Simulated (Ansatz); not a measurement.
# Phonons of LaBPd3 (Pm-3m) against volume

Wanted: mode Grüneisen parameters of LaBPd3 (Pm-3m).

Method: DFT PBEsol, scalar-relativistic, plane waves, PAW; PAW set soft_1, in Ansatz 0.2.0.

## (1) The starting structure

Symmetry: Pm-3m, No. 221, cubic system. The conventional cell has a = 4.348 Å, b = 4.348 Å, c = 4.348 Å, α = 90.00°, β = 90.00°, γ = 90.00°. Nearest to La lie 12 Pd at 3.07 Å and 8 B at 3.77 Å. Nearest to B lie 6 Pd at 2.17 Å and 8 La at 3.77 Å. Nearest to Pd lie 2 B at 2.17 Å and 8 Pd at 3.07 Å and 4 La at 3.07 Å. Farther neighbours are not listed.

Coordinates:

```cif
data_structure
_symmetry_space_group_name_H-M 'P 1'
_symmetry_Int_Tables_number 1
_cell_length_a 4.3479
_cell_length_b 4.3479
_cell_length_c 4.3479
_cell_angle_alpha 90.000
_cell_angle_beta 90.000
_cell_angle_gamma 90.000
_cell_volume 82.19
loop_
_atom_site_label
_atom_site_type_symbol
_atom_site_fract_x
_atom_site_fract_y
_atom_site_fract_z
_atom_site_occupancy
La1 La 0.00000 0.00000 0.00000 1
B2 B 0.50000 0.50000 0.50000 1
Pd3 Pd 0.00000 0.50000 0.50000 1
Pd4 Pd 0.50000 0.00000 0.50000 1
Pd5 Pd 0.50000 0.50000 0.00000 1
```

## (2) The dispersion

The cell comes from relaxations at this level that are not shown. Stability and thermal properties need the whole zone. Linear response on a 4×4×4 q mesh gives force constants as far as a supercell of that size would.

Input file input.yaml:

```yaml
crystal:
  lattice:
    - [4.3478863627, 0.0, 0.0]
    - [0.0, 4.3478863627, 0.0]
    - [0.0, 0.0, 4.3478863627]
  atoms:
    - { symbol: La, position: [0.0, 0.0, 0.0] }
    - { symbol: B, position: [0.5, 0.5, 0.5] }
    - { symbol: Pd, position: [0.0, 0.5, 0.5] }
    - { symbol: Pd, position: [0.5, 0.0, 0.5] }
    - { symbol: Pd, position: [0.5, 0.5, 0.0] }
kpoints:
  mp_grid: { grid: [8, 8, 8] }
hamiltonian:
  xc: pbesol
  pseudopotentials: { kind: paw, azcp: { folder: soft_1 }, xc_functional: pbe }
scf:
  occupations: { method: methfessel_paxton, width: 0.2 }
output:
  eigenvalues: true
phonons:
  method: dfpt
  qmesh: [4, 4, 4]
  temperatures: { t_max: 1000, t_step: 50 }
  qpath:
    path:
      - [[0.0, 0.0, 0.0], [0.0, 0.5, 0.0], [0.5, 0.5, 0.0], [0.0, 0.0, 0.0], [0.5, 0.5, 0.5], [0.0, 0.5, 0.0]]
      - [[0.5, 0.5, 0.5], [0.5, 0.5, 0.0]]
    npoints: 10
```

The run is started by

```sh
ansatz run input.yaml --threads 4 --pin off --max-ram 10240MiB --backend cpu --events-out ev --progress --plain --runs-dir out
```

Numbers of over 12 decimals in the logs are rounded to 6 here.

Log:

```text
Engine: ansatz 0.2.0, aarch64-unknown-linux-gnu
Pseudopotentials: kind: paw
Pseudopotential: La, paw, valence charge 11, recommended cutoff 420 eV (normal), soft_1/La.paw.azcp
Pseudopotential: B, paw, valence charge 3, recommended cutoff 420 eV (normal), soft_1/B.paw.azcp
Pseudopotential: Pd, paw, valence charge 18, recommended cutoff 420 eV (normal), soft_1/Pd.paw.azcp
Functional definition: PBEsol
  exchange = pbesol_x
  correlation = pbesol_c
Crystal: 5 atoms, lattice volume = 82.193 Å³
Basis set: ecut = 420 eV, 1575 PW (Γ), exchange–correlation on 60×60×60 points (8 copies of the dense FFT grid, shifted against one another)
Bands: 41, of which v1, the nominal top of the filled ones, is band 34 counted from 1 (33 counted from 0)
Symmetry: 48 space group operations
k-points: 35 of 512
Non-local potential: La, projectors of the file, l = 0: 3, l = 1: 2, l = 2: 2, l = 3: 3
Non-local potential: B, projectors of the file, l = 0: 2, l = 1: 2, l = 2: 1
Non-local potential: Pd, projectors of the file, l = 0: 2, l = 1: 2, l = 2: 2, l = 3: 1
PAW form: soft (Blöchl's): semilocal exchange-correlation on the pseudo side does not see the compensation charge
PAW frozen core: La, regenerated for the run's functional, and the local potential with it (the file was generated under x = pbe(κ = 0.804, μ = 0.219515), c = pbe(β = 0.066725))
PAW frozen core: B, regenerated for the run's functional, and the local potential with it (the file was generated under x = pbe(κ = 0.804, μ = 0.219515), c = pbe(β = 0.066725))
PAW frozen core: Pd, regenerated for the run's functional, and the local potential with it (the file was generated under x = pbe(κ = 0.804, μ = 0.219515), c = pbe(β = 0.066725))
PAW one-centre angular grid: La, 590 points (default); XC on 64 Gauss nodes
PAW one-centre angular grid: B, 110 points (default); XC on 64 Gauss nodes
PAW one-centre angular grid: Pd, 590 points (default); XC on 64 Gauss nodes
Initial density: superposition of atomic densities (chi_scale 0.1, normalization cell, long waves kept (reshape's long-wave potential 0.00 eV rms))
Initial wavefunctions: pseudopotential atomic-orbital guess
Functional: x = pbesol(κ = 0.804, μ = 0.123457), c = pbesol(β = 0.046)
SCF iter   1: F=—  HF=-27080.303880 eV  |F-HF|=—  |Δ(HF+E_count)|=         —  Δρ=1.11e0  dr2=1.74e3  ethr=3.10e-3  ⟨swp⟩=4.1  Hψ=4266  notcnv=0
preconditioner: auto → Kerker (q_TF=auto, 2.643 Å⁻¹)  [metal: Δε(μ)=0.015 eV  Ē_g=5.471 eV  σ=0.200 eV  W_gap=0.06  n_scr=26 (ndim 8)  ℏωp=26.5 eV  f_vac=0.000  D(μ)=10.18/eV (n_scr^D=146)]
SCF iter   2: F=—  HF=-27039.156356 eV  |F-HF|=—  |Δ(HF+E_count)|=    4.11e1  S|Δr|=    0.00e0  Δρ=1.91e-1  dr2=5.22e1  ethr=3.10e-3  ⟨swp⟩=5.8  Hψ=9251  notcnv=0
automatic band count: the SCF goes on with 48 bands, as 41 were too few: the levels above may hold too much charge
SCF iter   3: F=—  HF=-27037.796798 eV  |F-HF|=—  |Δ(HF+E_count)|=    1.36e0  S|Δr|=    0.00e0  Δρ=7.98e-2  dr2=8.97e0  ethr=3.10e-3  ⟨swp⟩=1.9  Hψ=2055  notcnv=0  defer=30
SCF iter   4: F=—  HF=-27037.389448 eV  |F-HF|=—  |Δ(HF+E_count)|=   4.07e-1  S|Δr|=    0.00e0  Δρ=4.30e-2  dr2=2.36e0  ethr=3.10e-3  ⟨swp⟩=2.0  Hψ=1864  notcnv=0  defer=33
SCF iter   5: F=—  HF=-27037.249611 eV  |F-HF|=—  |Δ(HF+E_count)|=   1.40e-1  S|Δr|=    0.00e0  Δρ=3.05e-2  dr2=1.14e0  ethr=3.10e-3  ⟨swp⟩=2.0  Hψ=1941  notcnv=0  defer=34
SCF iter   6: F=—  HF=-27037.111920 eV  |F-HF|=—  |Δ(HF+E_count)|=   1.38e-1  S|Δr|=    0.00e0  Δρ=1.83e-2  dr2=4.09e-1  ethr=1.68e-3  ⟨swp⟩=2.0  Hψ=2027  notcnv=0  defer=34
SCF iter   7: F=—  HF=-27037.027859 eV  |F-HF|=—  |Δ(HF+E_count)|=   8.41e-2  S|Δr|=    0.00e0  Δρ=8.23e-3  dr2=8.48e-2  ethr=6.02e-4  ⟨swp⟩=2.0  Hψ=2104  notcnv=0  defer=44
SCF iter   8: F=—  HF=-27037.001365 eV  |F-HF|=—  |Δ(HF+E_count)|=   2.65e-2  S|Δr|=    0.00e0  Δρ=7.49e-4  dr2=5.49e-4  ethr=1.25e-4  ⟨swp⟩=2.1  Hψ=2900  notcnv=0  defer=51
SCF iter   9: F=—  HF=-27037.001346 eV  |F-HF|=—  |Δ(HF+E_count)|=   1.92e-5  S|Δr|=    0.00e0  Δρ=6.01e-4  dr2=4.62e-4  ethr=8.07e-7  ⟨swp⟩=2.0  Hψ=2747  notcnv=0  defer=51
SCF iter  10: F=—  HF=-27037.001228 eV  |F-HF|=—  |Δ(HF+E_count)|=   1.19e-4  S|Δr|=    0.00e0  Δρ=2.72e-4  dr2=9.70e-5  ethr=6.80e-7  ⟨swp⟩=2.0  Hψ=1894  notcnv=0  defer=51
SCF iter  11: F=—  HF=-27037.001195 eV  |F-HF|=—  |Δ(HF+E_count)|=   3.23e-5  S|Δr|=    0.00e0  Δρ=9.56e-5  dr2=1.23e-5  ethr=1.43e-7  ⟨swp⟩=2.0  Hψ=2030  notcnv=0  defer=51
SCF iter  12: F=—  HF=-27037.001200 eV  |F-HF|=—  |Δ(HF+E_count)|=   5.12e-6  S|Δr|=    0.00e0  Δρ=2.01e-5  dr2=5.41e-7  ethr=1.81e-8  ⟨swp⟩=2.1  Hψ=2224  notcnv=0  defer=51
SCF iter  13: F=—  HF=-27037.001196 eV  |F-HF|=—  |Δ(HF+E_count)|=   4.07e-6  S|Δr|=    0.00e0  Δρ=4.10e-6  dr2=2.29e-8  ethr=7.96e-10  ⟨swp⟩=2.0  Hψ=2284  notcnv=0  defer=55
SCF iter  14: F=—  HF=-27037.001196 eV  |F-HF|=—  |Δ(HF+E_count)|=   6.96e-9  S|Δr|=    0.00e0  Δρ=2.72e-7  dr2=7.52e-11  ethr=3.37e-11  ⟨swp⟩=2.0  Hψ=2334  notcnv=0  defer=55
SCF iter  15: F=-27037.001196 eV  HF=-27037.001196 eV  |F-HF|=0.00e0  |Δ(HF+E_count)|=  2.91e-11  S|Δr|=    0.00e0  Δρ=4.76e-8  dr2=1.07e-12  ethr=1.00e-12  ⟨swp⟩=11.1  Hψ=7737  notcnv=0
SCF 1 converged in 15 iterations: F = -27037.001196 eV  dr2 = 1.07e-12
  greatest PAW one-centre occupation: 0.999 electrons in one spin orbital (limit 2), on the Pd atom at site 2 (counted from 0), in its partial waves of l = 0
Initial density: read from a saved state, or passed on in memory by an earlier SCF of this step, an earlier step, the calling program or the single point that the run made first
iter 1 solved again at ethr=2.79e-8 eV; its pass at ethr=3.10e-3 eV (dr2=1.90e-5 eV) is discarded
SCF iter   1: F=—  HF=-27037.001198 eV  |F-HF|=—  |Δ(HF+E_count)|=         —  Δρ=2.36e-7  dr2=2.63e-11  ethr=2.79e-8  ⟨swp⟩=4.2  Hψ=9760  notcnv=0
eigensolver tolerance schedule: the retry pair's looser diagonalisation over-reported the residual by 719680.14 of it (diagonalisation noise at an unbounded share of the residual, at the tolerance the schedule requests for it); recorded, not acted on — ethr = c·dr2/N_el stays at c = 1.0e-1
preconditioner: auto → Kerker (q_TF=auto, 2.643 Å⁻¹)  [metal: Δε(μ)=0.021 eV  Ē_g=7.271 eV  σ=0.200 eV  W_gap=0.09  n_scr=26 (ndim 8)  ℏωp=26.5 eV  f_vac=0.000  D(μ)=4.26/eV (n_scr^D=32)]
SCF iter   2: F=—  HF=-27037.001196 eV  |F-HF|=—  |Δ(HF+E_count)|=   1.28e-6  S|Δr|=    0.00e0  Δρ=1.40e-7  dr2=1.39e-11  ethr=1.00e-12  ⟨swp⟩=3.6  Hψ=3787  notcnv=0
SCF iter   3: F=-27037.001196 eV  HF=-27037.001196 eV  |F-HF|=1.09e-11  |Δ(HF+E_count)|=    0.00e0  S|Δr|=    0.00e0  Δρ=7.58e-8  dr2=3.82e-12  ethr=1.00e-12  ⟨swp⟩=3.5  Hψ=3376  notcnv=0
SCF 2 converged in 3 iterations: F = -27037.001196 eV  dr2 = 3.82e-12
  greatest PAW one-centre occupation: 0.999 electrons in one spin orbital (limit 2), on the Pd atom at site 3 (counted from 0), in its partial waves of l = 0
phonons: the bands overlap, so this run is a metal and interpolates without the dipole-dipole term. If the crystal is really an insulator or semiconductor, its LO-TO splitting is missing
NSCF: frozen V_eff on 35 k-points
NSCF: frozen V_eff on 125 k-points
DFPT response loops at q = (0, 0, 0) (fractional): preconditioner auto → Kerker (q_TF=auto, 2.643 Å⁻¹) (partly filled bands, converged f_vac=0.000); β = 1.00, the filter's whole step (`scf.mixing.beta` (0.50) is not read by the response loops under this deck's `scf.mixing.preconditioner`; to damp them name `kerker` or `kerker_dos`, under which they read `scf.mixing.beta`, and type it under 1.00, their step now; both keys bind the ground state too); Broyden in place of MSR1
NSCF: frozen V_eff on 400 k-points
DFPT response loops at q = (0, 0, 0.25) (fractional): mixed as the last ones told, above
NSCF: frozen V_eff on 250 k-points
DFPT response loops at q = (0, 0, -0.5) (fractional): mixed as the last ones told, above
NSCF: frozen V_eff on 640 k-points
DFPT response loops at q = (0, 0.25, 0.25) (fractional): mixed as the last ones told, above
NSCF: frozen V_eff on 400 k-points
DFPT response loops at q = (0, 0.25, -0.5) (fractional): mixed as the last ones told, above
NSCF: frozen V_eff on 250 k-points
DFPT response loops at q = (0, -0.5, -0.5) (fractional): mixed as the last ones told, above
NSCF: frozen V_eff on 1024 k-points
DFPT response loops at q = (0.25, 0.25, 0.25) (fractional): mixed as the last ones told, above
NSCF: frozen V_eff on 640 k-points
DFPT response loops at q = (0.25, 0.25, -0.5) (fractional): mixed as the last ones told, above
NSCF: frozen V_eff on 400 k-points
DFPT response loops at q = (0.25, -0.5, -0.5) (fractional): mixed as the last ones told, above
NSCF: frozen V_eff on 250 k-points
DFPT response loops at q = (-0.5, -0.5, -0.5) (fractional): mixed as the last ones told, above
SCF converged after 15 iterations
Stability not checked: this state was not tested for a lower state beside it, because cold or Methfessel-Paxton smearing, or corrected tetrahedra, fill the levels in a way that the test cannot read (fill_not_monotonic; see scf.lower_state_search)
Free energy (F): -27037.001196 eV
Harris-Foulkes:  -27037.001196 eV  (|F-HF|=0.00e0)
Internal energy: -27036.999476 eV  (E = F + TS)
E sigma→0 (E₀):  -27037.000766 eV
Entropy (-TS):   -0.001720 eV (-0.344 meV/atom)
Fermi energy:    16.894738 eV
--- Per-component energies (eV) ---
  E_band       = -571.254282
  E_kinetic    = 1582.954816
  E_local      = -7234.683686  (includes V_loc(G=0)·N_el)
  E_nonlocal   = 1213.148286
  E_hartree    = 2968.181262
  E_xc         = -589.588706
  E_vxc        = -710.166268  (∫ρ·V_xc dr)
  E_paw        = -16640.184274  (= ΣΔE_a)
  E_vpaw       = -1358.870586  (= ΣTr[D̂ρ^β])
  E_aug_tail   = 0.000658  (compensation charges beyond the density's cutoff)
  E_ewald      = -8337.919154
  E_core_change = 1.091323  (= ΣΔE_core)
  E_smearing   = -0.001720  (= −TS)
  E_closure    = -0.000000  (closes the sum)
  Σ components = -27037.001196   (vs F -27037.001196, Δ=0.00e0)
--- Band table (eV; the first three rows and the last of 35) ---
  k-point 0: bands = [... 30 lower, 15.1662, 15.1662, 15.5125, 15.5125, 15.5125, 18.6866, 18.6866, 18.8824, ... 10 higher]
  k-point 1: bands = [... 30 lower, 14.9934, 15.1664, 15.3547, 16.0931, 16.0931, 18.6572, 18.8626, 18.8866, ... 10 higher]
  k-point 2: bands = [... 30 lower, 14.7792, 14.9674, 15.1669, 16.6985, 16.6985, 18.5743, 18.8149, 18.9137, ... 10 higher]
  k-point 34: bands = [... 30 lower, 15.0128, 15.0128, 17.0110, 17.0110, 17.0110, 18.3190, 18.3190, 18.3190, ... 10 higher]
--- Phonons (Γ-DFPT): 4 representative perturbations + reference (Σ response iterations 14) ---
  ASR residual: 2.697e-5 → 0.000e0 eV/Å²; symmetrization residual: 7.535e-7 eV/Å²
  ASR residual per site (eV/Å²): 2.57e-5 1.86e-5 2.70e-5 2.70e-5 2.70e-5
  Γ frequencies (cm⁻¹): -58.72 -58.72 -58.72 0.00 0.00 0.00 79.29 79.29 79.29 122.23 122.23 122.23 431.58 431.58 431.58
--- Phonons (arbitrary-q DFPT): 10 irreducible q on the 4×4×4 mesh ---
  q = [0.0000, 0.0000, 0.0000] (star 1, of the zone-centre solve; hermiticity 1.92e-7, symmetrization 6.32e-12): -58.72 -58.72 -58.72 -0.00 0.00 0.00 79.29 79.29 79.29 122.23 122.23 122.23 431.58 431.58 431.58
  q = [0.0000, 0.0000, 0.2500] (star 6, 9 solved perturbations in 1560 linear systems a pass and spin channel, the states on 200 of 512 k-point pairs; hermiticity 7.24e-7, symmetrization 3.94e-12): -67.01 -67.01 -39.80 -39.80 13.43 72.36 73.83 73.83 101.92 116.24 116.24 118.18 425.33 425.33 468.04
  q = [0.0000, 0.0000, -0.5000] (star 3, 9 solved perturbations in 975 linear systems a pass and spin channel, the states on 125 of 512 k-point pairs; hermiticity 1.35e-7, symmetrization 1.94e-12): -76.34 -76.34 -67.12 -67.12 33.91 65.27 73.18 73.18 110.03 111.12 111.12 142.08 420.96 420.96 504.11
  q = [0.0000, 0.2500, 0.2500] (star 12, 9 solved perturbations in 2460 linear systems a pass and spin channel, the states on 320 of 512 k-point pairs; hermiticity 1.34e-7, symmetrization 3.52e-13): -71.51 -45.90 -43.58 -34.14 52.40 61.05 62.92 84.30 105.47 110.03 121.83 123.66 420.35 464.90 467.91
  q = [0.0000, 0.2500, -0.5000] (star 12, 15 solved perturbations on 200 of 512 k-point pairs; hermiticity 1.50e-7, symmetrization 1.20e-13): -71.35 -67.24 -60.60 -18.74 5.00 31.76 61.59 88.44 100.63 117.93 119.89 146.74 414.86 464.75 508.13
  q = [0.0000, -0.5000, -0.5000] (star 3, 9 solved perturbations in 975 linear systems a pass and spin channel, the states on 125 of 512 k-point pairs; hermiticity 1.93e-7, symmetrization 9.36e-13): -47.81 -47.50 -47.50 -45.04 -45.04 57.77 68.04 84.20 109.01 121.71 121.71 160.25 411.27 510.54 510.54
  q = [0.2500, 0.2500, 0.2500] (star 8, 4 solved perturbations in 1376 linear systems a pass and spin channel, the states on 512 of 512 k-point pairs; hermiticity 1.58e-7, symmetrization 1.38e-12): -64.08 -64.08 2.39 52.94 60.76 60.76 87.17 87.17 98.40 118.48 118.48 129.87 462.46 462.46 469.26
  q = [0.2500, 0.2500, -0.5000] (star 12, 9 solved perturbations in 2460 linear systems a pass and spin channel, the states on 320 of 512 k-point pairs; hermiticity 2.31e-7, symmetrization 1.54e-12): -67.92 -38.72 8.94 42.48 56.01 60.91 89.39 97.11 108.33 119.59 120.02 151.45 460.39 470.39 509.21
  q = [0.2500, -0.5000, -0.5000] (star 6, 9 solved perturbations in 1560 linear systems a pass and spin channel, the states on 200 of 512 k-point pairs; hermiticity 1.79e-7, symmetrization 3.15e-13): -47.05 -47.05 -30.19 20.20 20.20 66.58 95.43 110.74 115.56 122.20 122.20 164.74 462.32 509.03 509.03
  q = [-0.5000, -0.5000, -0.5000] (star 1, 4 solved perturbations in 350 linear systems a pass and spin channel, the states on 125 of 512 k-point pairs; hermiticity 1.48e-7, symmetrization 3.02e-12): -53.09 -53.09 -53.09 69.51 69.51 69.51 112.90 112.90 123.74 123.74 123.74 180.50 513.54 513.54 513.54
  sum rule: each row above includes the acoustic sum rule's correction from the zone centre's row sums; it moved no ω² by more than (0.68 cm⁻¹)²
  mesh force constants: q→R imaginary residual 1.42e-18; ASR residual 2.697e-5 → 0.000e0 eV/Å²; symmetrization residual 1.155e-14 eV/Å²
  interpolated dispersion: 62 rows × 15 modes
  density of states and harmonic sums: on the 16×16×16 q-mesh, interpolated from the force constants of a 4×4×4 supercell (no non-analytic term)
  largest difference from the sums on the solved wave vectors: F 5.78e-2 eV, S 5.99e-5 and C_V 2.09e-6 eV/K
  zero-point energy: 0.133495 eV/cell   skipped modes (ω ≤ 0): 577, of them read as no rigid motion or as one in doubt: 574 (3.367e0 modes/cell left out, lowest -77.42 cm⁻¹)   left out of the sums: 2.25e-1 of the cell's modes: C_V's classical limit lies that fraction below 3 k_B per atom; for a crystal, a wire or a layer, F and S can be off by more, and a phonons.interpolated_qmesh denser along its periods is the remedy for the sampling
```

Wall time 32 min (4 threads of Arm Neoverse V1, shared host); peak memory 4.3 GiB.

The column dr2 measures how far the density is from self-consistency, as an energy; F and HF (Harris–Foulkes) agree once it is small.

This step gave:

- volume per atom: 16.44 Å³
- gap on the k-mesh: 0 eV
- sum-rule residual before enforcement: 2.70e-5 eV/Å²
- lowest frequency on the path: -77.57 cm⁻¹
- point group: m-3m
- highest frequency on the path or at a solved wavevector: 513.5 cm⁻¹
- highest optical mode at the zone centre (no LO-TO term): 431.6 cm⁻¹
- lowest optical zone-centre mode: -58.72 cm⁻¹
- lowest mode on the q mesh (acoustic modes at Γ apart): -76.34 cm⁻¹

Frequencies (cm⁻¹) solved at each irreducible wavevector; negative means imaginary. Frequencies by wavevector, by row:

```csv
q in reciprocal lattice units,star,mode 1,mode 2,mode 3,mode 4,mode 13,mode 14,mode 15
0 0 0,1,-58.7,-58.7,-58.7,0,431.6,431.6,431.6
0 0 0.25,6,-67,-67,-39.8,-39.8,425.3,425.3,468
0 0 -0.5,3,-76.3,-76.3,-67.1,-67.1,421,421,504.1
0 0.25 0.25,12,-71.5,-45.9,-43.6,-34.1,420.4,464.9,467.9
0 0.25 -0.5,12,-71.3,-67.2,-60.6,-18.7,414.9,464.8,508.1
0 -0.5 -0.5,3,-47.8,-47.5,-47.5,-45,411.3,510.5,510.5
0.25 0.25 0.25,8,-64.1,-64.1,2.4,52.9,462.5,462.5,469.3
0.25 0.25 -0.5,12,-67.9,-38.7,8.9,42.5,460.4,470.4,509.2
0.25 -0.5 -0.5,6,-47,-47,-30.2,20.2,462.3,509,509
-0.5 -0.5 -0.5,1,-53.1,-53.1,-53.1,69.5,513.5,513.5,513.5
```

Symmetry leaves 10 wavevectors to solve. The lowest mode among them, the acoustic zeros apart, lies at q = (0, 0, -0.5) and is imaginary, 76.3i cm⁻¹, so the energy falls along it.

## (3) Relaxing at another volume, volume ratio 0.97

The volume is scaled by 0.97 and held; symmetry leaves nothing to relax, so this is a single point. The modes can then be followed against volume.

input.yaml, the sections that differ from step 2:

```yaml
crystal:
  lattice:
    - [4.3039653157, 0.0, 0.0]
    - [0.0, 4.3039653157, 0.0]
    - [0.0, 0.0, 4.3039653157]
  atoms:
    - { symbol: La, position: [0.0, 0.0, 0.0] }
    - { symbol: B, position: [0.5, 0.5, 0.5] }
    - { symbol: Pd, position: [0.0, 0.5, 0.5] }
    - { symbol: Pd, position: [0.5, 0.0, 0.5] }
    - { symbol: Pd, position: [0.5, 0.5, 0.0] }
output:
  forces: true
  stress: true
  eigenvalues: true
# kpoints, hamiltonian, scf: as in step 2
# phonons: removed
```

Log:

```text
[...]
Crystal: 5 atoms, lattice volume = 79.727 Å³
Basis set: ecut = 420 eV, 1551 PW (Γ), exchange–correlation on 60×60×60 points (8 copies of the dense FFT grid, shifted against one another)
Bands: 41, of which v1, the nominal top of the filled ones, is band 34 counted from 1 (33 counted from 0)
Symmetry: 48 space group operations
[...]
k-points: 35 of 512
[...]
k-point 0: bands = [... 30 lower, 15.7826, 15.7826, 16.1002, 16.1002, 16.1002, 19.4062, 19.4062, 19.6089, ... 10 higher]
  k-point 1: bands = [... 30 lower, 15.5976, 15.7828, 15.9572, 16.7164, 16.7164, 19.3723, 19.5883, 19.6127, ... 10 higher]
  k-point 2: bands = [... 30 lower, 15.3704, 15.5779, 15.7833, 17.3427, 17.3427, 19.2766, 19.5403, 19.6399, ... 10 higher]
  k-point 34: bands = [... 30 lower, 15.6196, 15.6196, 17.6941, 17.6941, 17.6941, 19.0287, 19.0287, 19.0287, ... 10 higher]
[key lines of the parts left out:]
SCF converged after 12 iterations
Free energy (F): -27036.965840 eV
Fermi energy:    17.567741 eV
P = ⅓ Tr σ = 4.7296 GPa (47.296 kbar)
```

The job ended after 3.2 s (4 threads; peak memory 0.47 GiB; 12 s of CPU time).

Numbers from this step:

```
pressure        : 4.730 GPa
volume per atom : 15.95 Å³
```

The run ends at a pressure of 4.73 GPa.

(Continued in part 2 of 2.)

[Logs are printed without paths, hosts, clocks, repeated set-up lines and the standing remarks that a program may print on its own settings, such as how far it seeks lower states.]

[Hosts, paths, dates, database ids (printed as entryN), source tags and the programs' standing remarks are cut or masked in the printed files.]
